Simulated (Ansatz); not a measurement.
Rows from a G0W0 calculation on SnH5CN2Cl3 (Amm2) (Ansatz 0.2.0; G0W0 on PBE, plane waves, PAW; PAW set soft_1; 2×2×2 mesh, 439 empty bands, screening to 300 eV, PAW set soft_1 files), in eV. Spin-orbit coupling is left out.

| row | k | band | start | Σx | Σc at the solution | Vxc |
| --- | --- | --- | --- | --- | --- | --- |
| A | (-0.500, -0.500, -0.500) | v3 | 0.738 | -20.460 | 3.457 | -16.037 |
| B | (-0.500, -0.500, -0.500) | c2 | 4.305 | -7.624 | -3.887 | -11.874 |
| C | (-0.500, -0.500, -0.500) | v2 | 0.915 | -20.660 | 3.542 | -16.131 |
| D | (-0.500, -0.500, -0.500) | v1 | 2.726 | -19.674 | 1.482 | -17.546 |
| E | (-0.500, -0.500, -0.500) | c3 | 4.374 | -7.402 | -3.882 | -11.640 |
| F | (-0.500, -0.500, -0.500) | c1 | 3.980 | -6.939 | -3.745 | -10.985 |

**Question.** Give the quasiparticle energies and the shift of each level.

The quasiparticle equation reads E = start + Σx + Σc(E) − Vxc.

| row | E (eV) | shift (eV) |
| --- | --- | --- |
| A | -0.229 | −0.966 |
| B | 4.669 | +0.364 |
| C | -0.072 | −0.987 |
| D | 2.080 | −0.646 |
| E | 4.730 | +0.356 |
| F | 4.281 | +0.301 |

The gap over the computed points goes from 1.25 eV to 2.20 eV.

Limits: not at the basis limit; no spin-orbit coupling; coarse k mesh.

[Runs of the session that timed out or met a known fault of the program may be left out.]

[Cells called generated may have been cut or substituted from an entry of the Crystallography Open Database or the Materials Project.]

[Hosts, paths, dates, database ids (printed as entryN), source tags and the programs' standing remarks are cut or masked in the printed files.]
